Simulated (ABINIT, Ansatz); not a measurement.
# Rb2Pd (Fm-3m): G0W0 with ABINIT, start to end

Wanted: ground state, empty states, screening and self-energy for Rb2Pd (Fm-3m).

Program: ABINIT 10.8.3. Level of theory: PBEsol and many-body steps on it, plane waves. Results are calculated unless marked as measured.

Most raw output is cut from this account.

In doubt: a PseudoDojo file used here is known to give poor structures and forces, which bears on pressures, cells, forces and phonons.

## (1) Set-up

It takes space group Fm-3m (No. 225, cubic). Conventional cell: a = 8.246 Å, b = 8.246 Å, c = 8.246 Å, α = 90.00°, β = 90.00°, γ = 90.00°. Nearest to Rb lie 4 Pd at 3.57 Å. Nearest to Pd lie 8 Rb at 3.57 Å. Farther neighbours are not listed.

The cell and positions are those that the Materials Project relaxed with its own functionals (PBE, PBE+U or r2SCAN), kept fixed.

## (2) Ground state

This step: ABINIT 10.8.3; DFT, PBEsol, plane waves, norm-conserving pseudopotentials.

The ground-state density comes first.

File run.abi:

```
acell 3*1.0 Angstrom
rprim 
  -0.000000000000 4.123218000000 4.123218000000
  4.123218000000 0.000000000000 4.123218000000
  4.123218000000 4.123218000000 0.000000000000
ntypat 2
znucl 37 46
natom 3
typat 1 1 2
xred 
  0.250000000000 0.250000000000 0.250000000000
  0.750000000000 0.750000000000 0.750000000000
  0.000000000000 0.000000000000 0.000000000000
pp_dirpath "pseudos"
pseudos "Rb.upf, Pd.upf"
ecut 37
ngkpt 4 4 4
nshiftk 1
shiftk 0 0 0
kptopt 1
chksymbreak 0
nband 23
occopt 1
tolvrs 1e-10
nstep 60
prtwf 0
optforces 0
optstress 0
indata_prefix "in"
outdata_prefix "out"
tmpdata_prefix "tmp"
```

Launch:

```sh
$ OMP_NUM_THREADS=1 mpirun -n 4 abinit run.abi > log
```

Wall time 56 s (4 MPI ranks of Arm Neoverse N1, shared host); peak memory 0.59 GiB.

This step gave:

```yaml
total_energy: -5140.9000 eV
gap: 0.8553 eV
k_of_the_valence_top: -0.25, 0.5, 0.25
k_of_the_conduction_bottom: 0.5, 0, 0
least_direct_gap: 0.8898 eV
```

The gap is indirect, with the least direct gap 0.03 eV higher.

## (3) Bands along the symmetry lines

Levels along a band path, at the cheap level, show where the edges lie and whether the meshes to come will hold them.

File run.abi:

```
acell 3*1.0 Angstrom
rprim 
  -0.000000000000 4.123218000000 4.123218000000
  4.123218000000 0.000000000000 4.123218000000
  4.123218000000 4.123218000000 0.000000000000
ntypat 2
znucl 37 46
natom 3
typat 1 1 2
xred 
  0.250000000000 0.250000000000 0.250000000000
  0.750000000000 0.750000000000 0.750000000000
  0.000000000000 0.000000000000 0.000000000000
pp_dirpath "pseudos"
pseudos "Rb.upf, Pd.upf"
ecut 37
iscf -2
irdden 1
kptopt 0
nkpt 50
kpt 
  0.00000000 0.00000000 0.00000000
  0.06250000 0.00000000 0.06250000
  0.12500000 0.00000000 0.12500000
  0.18750000 0.00000000 0.18750000
  0.25000000 0.00000000 0.25000000
  0.31250000 0.00000000 0.31250000
  0.37500000 0.00000000 0.37500000
  0.43750000 0.00000000 0.43750000
  0.50000000 0.00000000 0.50000000
  0.51562500 0.03125000 0.51562500
  0.53125000 0.06250000 0.53125000
  0.54687500 0.09375000 0.54687500
  0.56250000 0.12500000 0.56250000
  0.57812500 0.15625000 0.57812500
  0.59375000 0.18750000 0.59375000
  0.60937500 0.21875000 0.60937500
  0.62500000 0.25000000 0.62500000
  0.37500000 0.37500000 0.75000000
  0.32812500 0.32812500 0.65625000
  0.28125000 0.28125000 0.56250000
  0.23437500 0.23437500 0.46875000
  0.18750000 0.18750000 0.37500000
  0.14062500 0.14062500 0.28125000
  0.09375000 0.09375000 0.18750000
  0.04687500 0.04687500 0.09375000
  0.00000000 0.00000000 0.00000000
  0.06250000 0.06250000 0.06250000
  0.12500000 0.12500000 0.12500000
  0.18750000 0.18750000 0.18750000
  0.25000000 0.25000000 0.25000000
  0.31250000 0.31250000 0.31250000
  0.37500000 0.37500000 0.37500000
  0.43750000 0.43750000 0.43750000
  0.50000000 0.50000000 0.50000000
  0.50000000 0.46875000 0.53125000
  0.50000000 0.43750000 0.56250000
  0.50000000 0.40625000 0.59375000
  0.50000000 0.37500000 0.62500000
  0.50000000 0.34375000 0.65625000
  0.50000000 0.31250000 0.68750000
  0.50000000 0.28125000 0.71875000
  0.50000000 0.25000000 0.75000000
  0.50000000 0.21875000 0.71875000
  0.50000000 0.18750000 0.68750000
  0.50000000 0.15625000 0.65625000
  0.50000000 0.12500000 0.62500000
  0.50000000 0.09375000 0.59375000
  0.50000000 0.06250000 0.56250000
  0.50000000 0.03125000 0.53125000
  0.50000000 0.00000000 0.50000000
istwfk *1
nband 25
nbdbuf 2
tolwfr 1e-08
nstep 40
prtwf 0
prtvol 0
indata_prefix "in"
outdata_prefix "out"
tmpdata_prefix "tmp"
```

Wall time 94 s (4 MPI ranks); peak memory 0.53 GiB.

This step gave:

* gap: 0.8553 eV
* k of the valence top: 0.5, 0.25, 0.75
* k of the conduction bottom: 0.5, 0.5, 0.5
* least direct gap: 0.8898 eV

The gap is 0.855 eV, as in the run before at this level.

The electronic bands at the labelled points (eV, zero at the top of the highest filled band):

| point | band 15 | band 16 | band 17 | band 18 | band 19 | band 20 | band 21 | band 22 |
| --- | --- | --- | --- | --- | --- | --- | --- | --- |
| Γ | -0.61 | -0.50 | -0.50 | -0.50 | 2.51 | 2.51 | 2.51 | 4.22 |
| halfway | -0.58 | -0.55 | -0.52 | -0.52 | 1.60 | 2.97 | 2.97 | 3.70 |
| X | -0.53 | -0.53 | -0.50 | 0.00 | 0.89 | 2.47 | 3.49 | 3.49 |
| halfway | -0.55 | -0.53 | -0.50 | 0.00 | 1.02 | 2.38 | 3.15 | 3.49 |
| U | -0.58 | -0.53 | -0.52 | -0.04 | 1.37 | 1.99 | 3.06 | 3.46 |
| jump to K | -0.58 | -0.53 | -0.52 | -0.04 | 1.37 | 1.99 | 3.06 | 3.46 |
| halfway | -0.58 | -0.57 | -0.52 | -0.51 | 1.63 | 2.68 | 2.97 | 4.10 |
| Γ | -0.61 | -0.50 | -0.50 | -0.50 | 2.51 | 2.51 | 2.51 | 4.22 |
| halfway | -0.58 | -0.54 | -0.51 | -0.51 | 1.70 | 2.84 | 2.84 | 4.31 |
| L | -0.56 | -0.53 | -0.53 | -0.33 | 0.86 | 3.25 | 3.25 | 4.56 |
| halfway | -0.58 | -0.54 | -0.53 | -0.21 | 1.21 | 2.43 | 3.10 | 3.67 |
| W | -0.62 | -0.53 | -0.53 | 0.00 | 1.82 | 1.82 | 2.30 | 3.92 |
| halfway | -0.57 | -0.53 | -0.51 | 0.00 | 1.15 | 2.38 | 2.73 | 3.69 |
| X | -0.53 | -0.53 | -0.50 | 0.00 | 0.89 | 2.47 | 3.49 | 3.49 |

## (4) Empty states on the mesh, 2×2×2 mesh, 94 bands

The sums over transitions need many empty states on a uniform mesh; this step solves for them.

File run.abi:

```
acell 3*1.0 Angstrom
rprim 
  -0.000000000000 4.123218000000 4.123218000000
  4.123218000000 0.000000000000 4.123218000000
  4.123218000000 4.123218000000 0.000000000000
ntypat 2
znucl 37 46
natom 3
typat 1 1 2
xred 
  0.250000000000 0.250000000000 0.250000000000
  0.750000000000 0.750000000000 0.750000000000
  0.000000000000 0.000000000000 0.000000000000
pp_dirpath "pseudos"
pseudos "Rb.upf, Pd.upf"
ecut 37
ngkpt 2 2 2
nshiftk 1
shiftk 0 0 0
kptopt 1
chksymbreak 0
iscf -2
irdden 1
istwfk *1
nband 94
nbdbuf 8
tolwfr 1e-09
nstep 60
prtvol 0
indata_prefix "in"
outdata_prefix "out"
tmpdata_prefix "tmp"
```

Run time: 45 s. Hardware: 4 MPI ranks; peak memory 0.4 GiB; 3 min of CPU time.

Numbers from this step:

```
gap                                                           : 0.8591 eV
k of the valence top                                          : 0.5, 0.5, 0
k of the conduction bottom                                    : 0.5, 0, 0
least direct gap                                              : 0.8898 eV
k points computed                                             : 3
lowest point of the top converged band, above the valence top : 31.65 eV
```

On this mesh the gap is 0.859 eV.

## (5) Screening, 2×2×2 mesh, 86 bands, screening to 98 eV

The RPA dielectric matrix is built and inverted for each q.

This step: RPA screening on PBEsol, plane waves, norm-conserving pseudopotentials.

Changes to run.abi since step 4:

```diff
@@ -21,10 +21,11 @@
 chksymbreak 0
-iscf -2
-irdden 1
 istwfk *1
-nband 94
-nbdbuf 8
-tolwfr 1e-09
-nstep 60
-prtvol 0
+occopt 1
+irdwfk 1
+optdriver 3
+nband 86
+ecuteps 3.6
+inclvkb 2
+awtr 1
+symchi 1
 indata_prefix "in"
```

Wall time 18 s (4 MPI ranks); peak memory 1.1 GiB.

This step gave:

* ε∞ with local fields, on this mesh, along the program's q direction: 21.81
* the same without local fields: 32.02
* plasma frequency: 18.82 eV
* plane waves in the screening matrix: 331

Local fields lower ε∞ by 32 %. On a Γ-centred mesh this coarse the value itself is usually too large, while a short band sum pulls it down.

## (6) Self-energy, 2×2×2 mesh, 86 bands, screening to 98 eV

The self-energy is evaluated for the states that the input lists, and the levels follow from it, in one-shot runs by the linearised quasiparticle equation.

This step: G0W0 on PBEsol, plane waves, norm-conserving pseudopotentials.

Changes to run.abi since step 5:

```diff
@@ -24,8 +24,19 @@
 irdwfk 1
-optdriver 3
+optdriver 4
 nband 86
+gwcalctyp 0
+ecutsigx 37
+symsigma 1
+nkptgw 3
+kptgw 
+  0.5000000000 0.5000000000 0.0000000000
+  0.5000000000 0.0000000000 0.0000000000
+  0.0000000000 0.0000000000 0.0000000000
+bdgw 
+  17 20
+  16 21
+  16 21
 ecuteps 3.6
-inclvkb 2
-awtr 1
-symchi 1
+irdscr 1
+ppmodel 1
 indata_prefix "in"
```

Elapsed: 20 s, on 4 MPI ranks; peak memory 1.3 GiB.

Numbers from this step:

| Item | Value |
| --- | --- |
| G0W0 gap on the points computed | 1.408 eV |
| starting gap on the mesh | 0.8591 eV |
| k of the valence top | 0.5, 0.5, 0 |
| k of the conduction bottom | 0.5, 0, 0 |
| Z at the valence top | 0.766 |
| Z at the conduction bottom | 0.791 |
| least direct G0W0 gap on the computed points | 1.582 eV |

The gap on the mesh goes from 0.86 eV to 1.41 eV, a correction of +0.55 eV.

Limits: finite bands, cutoff and mesh; no spin polarisation; d states lean on the start; no spin-orbit coupling; coarse k mesh. v1 is the top filled band, c1 the lowest empty one. The levels before and after the correction (eV, zero at the valence-band top of each column):

|  | conduction bottom | valence top |
| --- | --- | --- |
| Kohn-Sham | 0.86 | 0.00 |
| G0W0 | 1.41 | 0.00 |

|  | level | energy (eV) |
| --- | --- | --- |
| Kohn-Sham | (0.5 0.5 0) v2 | -0.491 |
| Kohn-Sham | (0.5 0.5 0) v1 | 0.000 |
| Kohn-Sham | (0.5 0.5 0) c1 | 0.890 |
| Kohn-Sham | (0.5 0.5 0) c2 | 2.474 |
| Kohn-Sham | (0.5 0 0) v3-v2 | -0.522 |
| Kohn-Sham | (0.5 0 0) v1 | -0.331 |
| Kohn-Sham | (0.5 0 0) c1 | 0.859 |
| Kohn-Sham | (0.5 0 0) c2-c3 | 3.251 |
| G0W0 | (0.5 0.5 0) v2 | -0.125 |
| G0W0 | (0.5 0.5 0) v1 | 0.000 |
| G0W0 | (0.5 0.5 0) c1 | 1.664 |
| G0W0 | (0.5 0.5 0) c2 | 2.885 |
| G0W0 | (0.5 0 0) v3-v2 | -0.174 |
| G0W0 | (0.5 0 0) v1 | -0.233 |
| G0W0 | (0.5 0 0) c1 | 1.408 |
| G0W0 | (0.5 0 0) c2-c3 | 4.341 |

## (7) Where the time went

Times are wall times on 4 MPI ranks of Arm Neoverse N1, shared host, good to a factor of about two.

| step | time | share | memory (GiB) |
| --- | --- | --- | --- |
| ground state | 56 s | 24 % | 0.59 |
| bands along the symmetry lines | 94 s | 40 % | 0.53 |
| empty states on the mesh | 45 s | 19 % | 0.4 |
| screening | 18 s | 8 % | 1.1 |
| self-energy | 20 s | 9 % | 1.3 |

## (8) What came out

| Property | Result |
| --- | --- |
| PBEsol gap | 0.86 eV, indirect (only 35 meV under the direct gap) |
| G0W0 gap on the mesh | 1.41 eV |
| GW settings | 2×2×2 mesh, 86 bands, screening to 98 eV, Godby-Needs plasmon pole |
| known limits | not at the basis limit; no spin polarisation; d states lean on the start; no spin-orbit coupling; coarse k mesh |

**Reading.** G0W0 moves the gap on the mesh from 0.86 eV to 1.41 eV (+0.55 eV), with Z of 0.77 and 0.79 at the edges. Local fields lower the RPA ε∞ on this mesh from 32.02 to 21.81; a Γ-centred mesh this coarse tends to raise both, most where the direct gap is narrow, while a short band sum lowers them. The dearest step here is «bands along the symmetry lines». Bands and cutoff are finite, so the gap is not at the basis limit. The miss can reach some tenths of an eV and take either sign; the mesh is an error of its own. The 2×2×2 mesh is coarse for this cell, which bears on the long-range parts of exchange and screening. The runs have no spin polarisation. For a closed low-spin shell that is the natural state; where a d or f shell is open it is a constraint, and the gap is then not the crystal's own. With d states at the gap, one-shot GW leans hard on its start. The many-body steps are scalar-relativistic: spin-orbit coupling is not in them.

[Paths, hosts, dates, memory and timing lines, banners, echoed tables and standing remarks are left out of the program output.]

[Logs are printed without paths, hosts, clocks, repeated set-up lines and the standing remarks that a program may print on its own settings, such as how far it seeks lower states.]

[Runs of the session that timed out or met a known fault of the program may be left out.]

[Hosts, paths, dates, database ids (printed as entryN), source tags and the programs' standing remarks are cut or masked in the printed files.]

[G0W0 gaps are taken among the corrected bands and points alone; a level outside them can change the order at an edge.]

[Where Ansatz stands beside ABINIT at settings called matched, ABINIT's density can come from a denser mesh and the files from another edition; pairs whose starting gaps differed by over 0.03 eV were left out, so agreement reads better than it is.]
